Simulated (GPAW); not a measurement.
# A GW chain in GPAW: F (C2/m), part 2 of 2

How does a plane-wave GW calculation on F (C2/m) run from the first input to the gap?

GPAW 26.7.0; LDA and many-body steps on it, plane waves. Known limits of the many-body steps: not at the basis limit; coarse k mesh.

So far. Step 3 (Bands along the symmetry lines): The gap is 2.329 eV, as in the run before at this level. Step 4 (Empty states on the mesh, 4×4×2 mesh, 192 bands): On this mesh the gap is 2.329 eV.

### Step 5. Screening and self-energy, 4×4×2 mesh, 84 bands, screening to 78 eV

Now the one-shot GW correction: screening in the RPA, then the self-energy of the levels asked for.

This step: G0W0 on LDA, plane waves, PAW.

The input, run.py:

```python
import json
import numpy as np
from gpaw.mpi import world
from gpaw.response.g0w0 import G0W0

gw = G0W0('full.gpw',
    filename='gw',
    kpts=[0, 12],
    bands=(12, 16),
    ecut=78,
    nbands=84,
    integrate_gamma='WS',
    ppa=True)
gw.calculate()
res = {mode: {k: v for k, v in r.items() if k != 'sigma_eskwn'}
       for mode, r in gw.all_results.items()}

if world.rank == 0:
    with open('result.json', 'w') as f:
        json.dump(res, f, default=lambda x: x.tolist())
```

On the command line:

```console
> mpirun -n 4 gpaw python run.py
```

Numbers of over 12 decimals in the logs are rounded to 6 here.

Log:

```text
Using integrator: PointIntegrator
FrequencyGridDescriptor(from 0.000+0.000j to 0.000+27.211j eV, 2 points)
Nonperiodic BCs:  [False False False]
Using integrator: PointIntegrator
FrequencyGridDescriptor(from 0.000+0.000j to 0.000+27.211j eV, 2 points)
Nonperiodic BCs:  [False False False]
  ___  _ _ _
 |   || | | |
 | | || | | |
 |__ ||_____|
 |___|

BZ k-points: Symmetries present (total): 4

  [... matrices ...]
32 k-points: 4 x 4 x 2 Monkhorst-Pack grid + [1/8,1/8,1/4]
14 k-points in the irreducible part of the Brillouin zone
       k-points in crystal coordinates                weights
   0:     0.00000000    0.00000000    0.00000000          1/32
   1:     0.00000000    0.00000000    0.50000000          1/32
   2:     0.25000000   -0.25000000    0.00000000          2/32
   3:     0.25000000   -0.25000000    0.50000000          2/32
   4:     0.25000000    0.00000000    0.00000000          4/32
   5:     0.25000000    0.00000000    0.50000000          4/32
   6:     0.25000000    0.25000000    0.00000000          2/32
   7:     0.25000000    0.25000000    0.50000000          2/32
   8:     0.50000000    0.00000000    0.00000000          2/32
   9:     0.50000000    0.00000000    0.50000000          2/32
          ...
  13:     0.50000000    0.50000000    0.50000000          1/32

Distributing spins, k-points and bands (1 x 2 x 4) over 4 processes
Number of blocks: 1

Quasi particle states:
k-points (IBZ indices): [0, 12]
Band range: (12, 16)
  [... matrices ...]
Computational parameters:
Plane wave cut-off: 78 eV
Number of bands: 84
Coulomb cutoff: None
Broadening: 0.1 eV

fxc modes: GW
Kernel: RPA
Using Godby-Needs plasmon-pole approximation:
  Fitting energy: i*E0, E0 = 1.000 Hartree
Summing all q:

Calculating screened Coulomb potential
No Coulomb truncation
FrequencyGridDescriptor(from 0.000+0.000j to 0.000+27.211j eV, 2 points)
Removing empty qpoint cache files...

Calculating chi0 body with:
    Ground state adapter containing:
    Number of spins: 1
    Number of kpoints: 32
    Number of irreducible kpoints: 14
    Number of completely occupied states: 14
    Number of partially occupied states: 14
    Occupied states memory: 2.7685546875 M / cpu

    Linear response parametrization:
    q_c: [0.0, 0.0, 0.0]
    Number of frequency points: 2
    Planewave cutoff: 78.0
    Number of bands: 84
    Number of planewaves: 79
    Broadening (eta): 1e-06
    comm.size: 4
    kncomm.size: 4
    blockcomm.size: 1

    Memory estimate of potentially large arrays:
        chi0_wGG: 0.190460 M / cpu
Integrating chi0 body.

Symmetries of q_c:
    Direct symmetries (Uq -> q): 4
    Indirect symmetries (TUq -> q): 0
In total 4 allowed symmetries.

  [... matrices ...]
14 groups of equivalent kpoints. 56.25% reduction.

Integral kind: response function
Integrating chi0 head and wings.

Symmetries of q_c:
    Direct symmetries (Uq -> q): 4
    Indirect symmetries (TUq -> q): 0
In total 4 allowed symmetries.

  [... matrices ...]
14 groups of equivalent kpoints. 56.25% reduction.

Integral kind: response function wings

Calculating chi0 body with:
    Ground state adapter containing:
    Number of spins: 1
    Number of kpoints: 32
    Number of irreducible kpoints: 14
    Number of completely occupied states: 14
    Number of partially occupied states: 14
    Occupied states memory: 2.7685546875 M / cpu

    Linear response parametrization:
[... the further q-points ...]

Results:
f:      Occupation numbers
eps:     KS-eigenvalues [eV]
vxc:     KS vxc [eV]
exx:     Exact exchange [eV]
sigma:   Self-energies [eV]
dsigma:  Self-energy derivatives
Z:       Renormalization factors
qp:      QP-energies [eV]

k-point 0 (0): (0.000, 0.000, 0.000)                GW
band       f     eps     vxc     exx   sigma  dsigma       Z      qp
                                                                   GW
  12   1.000  -3.857 -25.378 -33.899   5.421  -0.242   0.805  -6.353
  13   1.000  -3.701 -25.579 -34.033   5.411  -0.240   0.806  -6.155
  14   0.000  -1.296 -24.112 -16.441  -2.673  -0.215   0.823   2.816
  15   0.000  -0.043 -26.607 -17.717  -3.068  -0.252   0.799   4.608

k-point 1 (12): (0.500, 0.500, 0.000)                GW
band       f     eps     vxc     exx   sigma  dsigma       Z      qp
                                                                   GW
  12   1.000  -4.076 -24.938 -33.476   5.400  -0.245   0.803  -6.598
  13   1.000  -3.625 -25.717 -34.179   5.421  -0.239   0.807  -6.079
  14   0.000  -0.663 -25.441 -17.174  -2.827  -0.232   0.812   3.753
  15   0.000  -0.528 -25.783 -17.403  -2.853  -0.236   0.809   3.945
```

It took 27 s on 4 MPI ranks of Arm Neoverse V1, shared host; peak memory 0.88 GiB; 1.8 min of CPU time.

Numbers from this step:

```
G0W0 gap on the points computed              : 8.895 eV
least direct G0W0 gap on the computed points : 8.971 eV
Z at the valence top                         : 0.8069
Z at the conduction bottom                   : 0.8228
starting gap on the mesh                     : 2.329 eV
k of the valence top                         : 0.5, 0.5, 0
k of the conduction bottom                   : 0, 0, 0
```

The gap on the mesh goes from 2.33 eV to 8.90 eV, a correction of +6.57 eV.

Limits: finite bands, cutoff and mesh; coarse k mesh. v1 is the top filled band, c1 the lowest empty one. Levels before and after the correction, in eV, zero at the valence-band top of each column:

|  | conduction bottom | valence top |
| --- | --- | --- |
| Kohn-Sham | 2.33 | 0.00 |
| G0W0 | 8.90 | 0.00 |

|  | level | energy (eV) |
| --- | --- | --- |
| Kohn-Sham | Γ v2 | -0.232 |
| Kohn-Sham | Γ v1 | -0.076 |
| Kohn-Sham | Γ c1 | 2.329 |
| Kohn-Sham | Γ c2 | 3.582 |
| Kohn-Sham | (0.5 0.5 0) v2 | -0.451 |
| Kohn-Sham | (0.5 0.5 0) v1 | 0.000 |
| Kohn-Sham | (0.5 0.5 0) c1 | 2.963 |
| Kohn-Sham | (0.5 0.5 0) c2 | 3.097 |
| G0W0 | Γ v2 | -0.274 |
| G0W0 | Γ v1 | -0.076 |
| G0W0 | Γ c1 | 8.895 |
| G0W0 | Γ c2 | 10.687 |
| G0W0 | (0.5 0.5 0) v2 | -0.519 |
| G0W0 | (0.5 0.5 0) v1 | 0.000 |
| G0W0 | (0.5 0.5 0) c1 | 9.833 |
| G0W0 | (0.5 0.5 0) c2 | 10.024 |

### Step 6. Where the time went

Times are wall times on 4 MPI ranks of Arm Neoverse V1, shared host, good to a factor of about two.

| step | time | share | memory (GiB) |
| --- | --- | --- | --- |
| ground state | 24 s | 25 % | 0.72 |
| bands along the symmetry lines | 15 s | 15 % | 0.74 |
| empty states on the mesh | 31 s | 32 % | 1.7 |
| screening and self-energy | 27 s | 28 % | 0.88 |

### Step 7. Results

```
LDA gap              : 2.33 eV, indirect
G0W0 gap on the mesh : 8.90 eV
GW settings          : 4×4×2 mesh, 84 bands, screening to 78 eV, Godby-Needs plasmon pole
known limits         : not at the basis limit; coarse k mesh
```

**Reading.** G0W0 moves the gap on the mesh from 2.33 eV to 8.90 eV (+6.57 eV), with Z of 0.81 and 0.82 at the edges. Only 2 of the mesh's irreducible points were corrected, so a valley elsewhere could overtake. Bands and cutoff are finite, so the gap is not at the basis limit. The miss can reach some tenths of an eV and take either sign; the mesh is an error of its own. These stock PAW sets were not made for GW. In the G0W0 run levels were corrected at 2 k points alone, so a gap called «on the mesh» is the least over those, and an edge elsewhere would be missed. The 4×4×2 mesh is coarse for this cell, which bears on the long-range parts of exchange and screening.

[Paths, hosts, dates, memory and timing lines, banners, echoed tables and standing remarks are left out of the program output.]

[Logs are printed without paths, hosts, clocks, repeated set-up lines and the standing remarks that a program may print on its own settings, such as how far it seeks lower states.]

[Runs of the session that timed out or met a known fault of the program may be left out.]

[Hosts, paths, dates, database ids (printed as entryN), source tags and the programs' standing remarks are cut or masked in the printed files.]
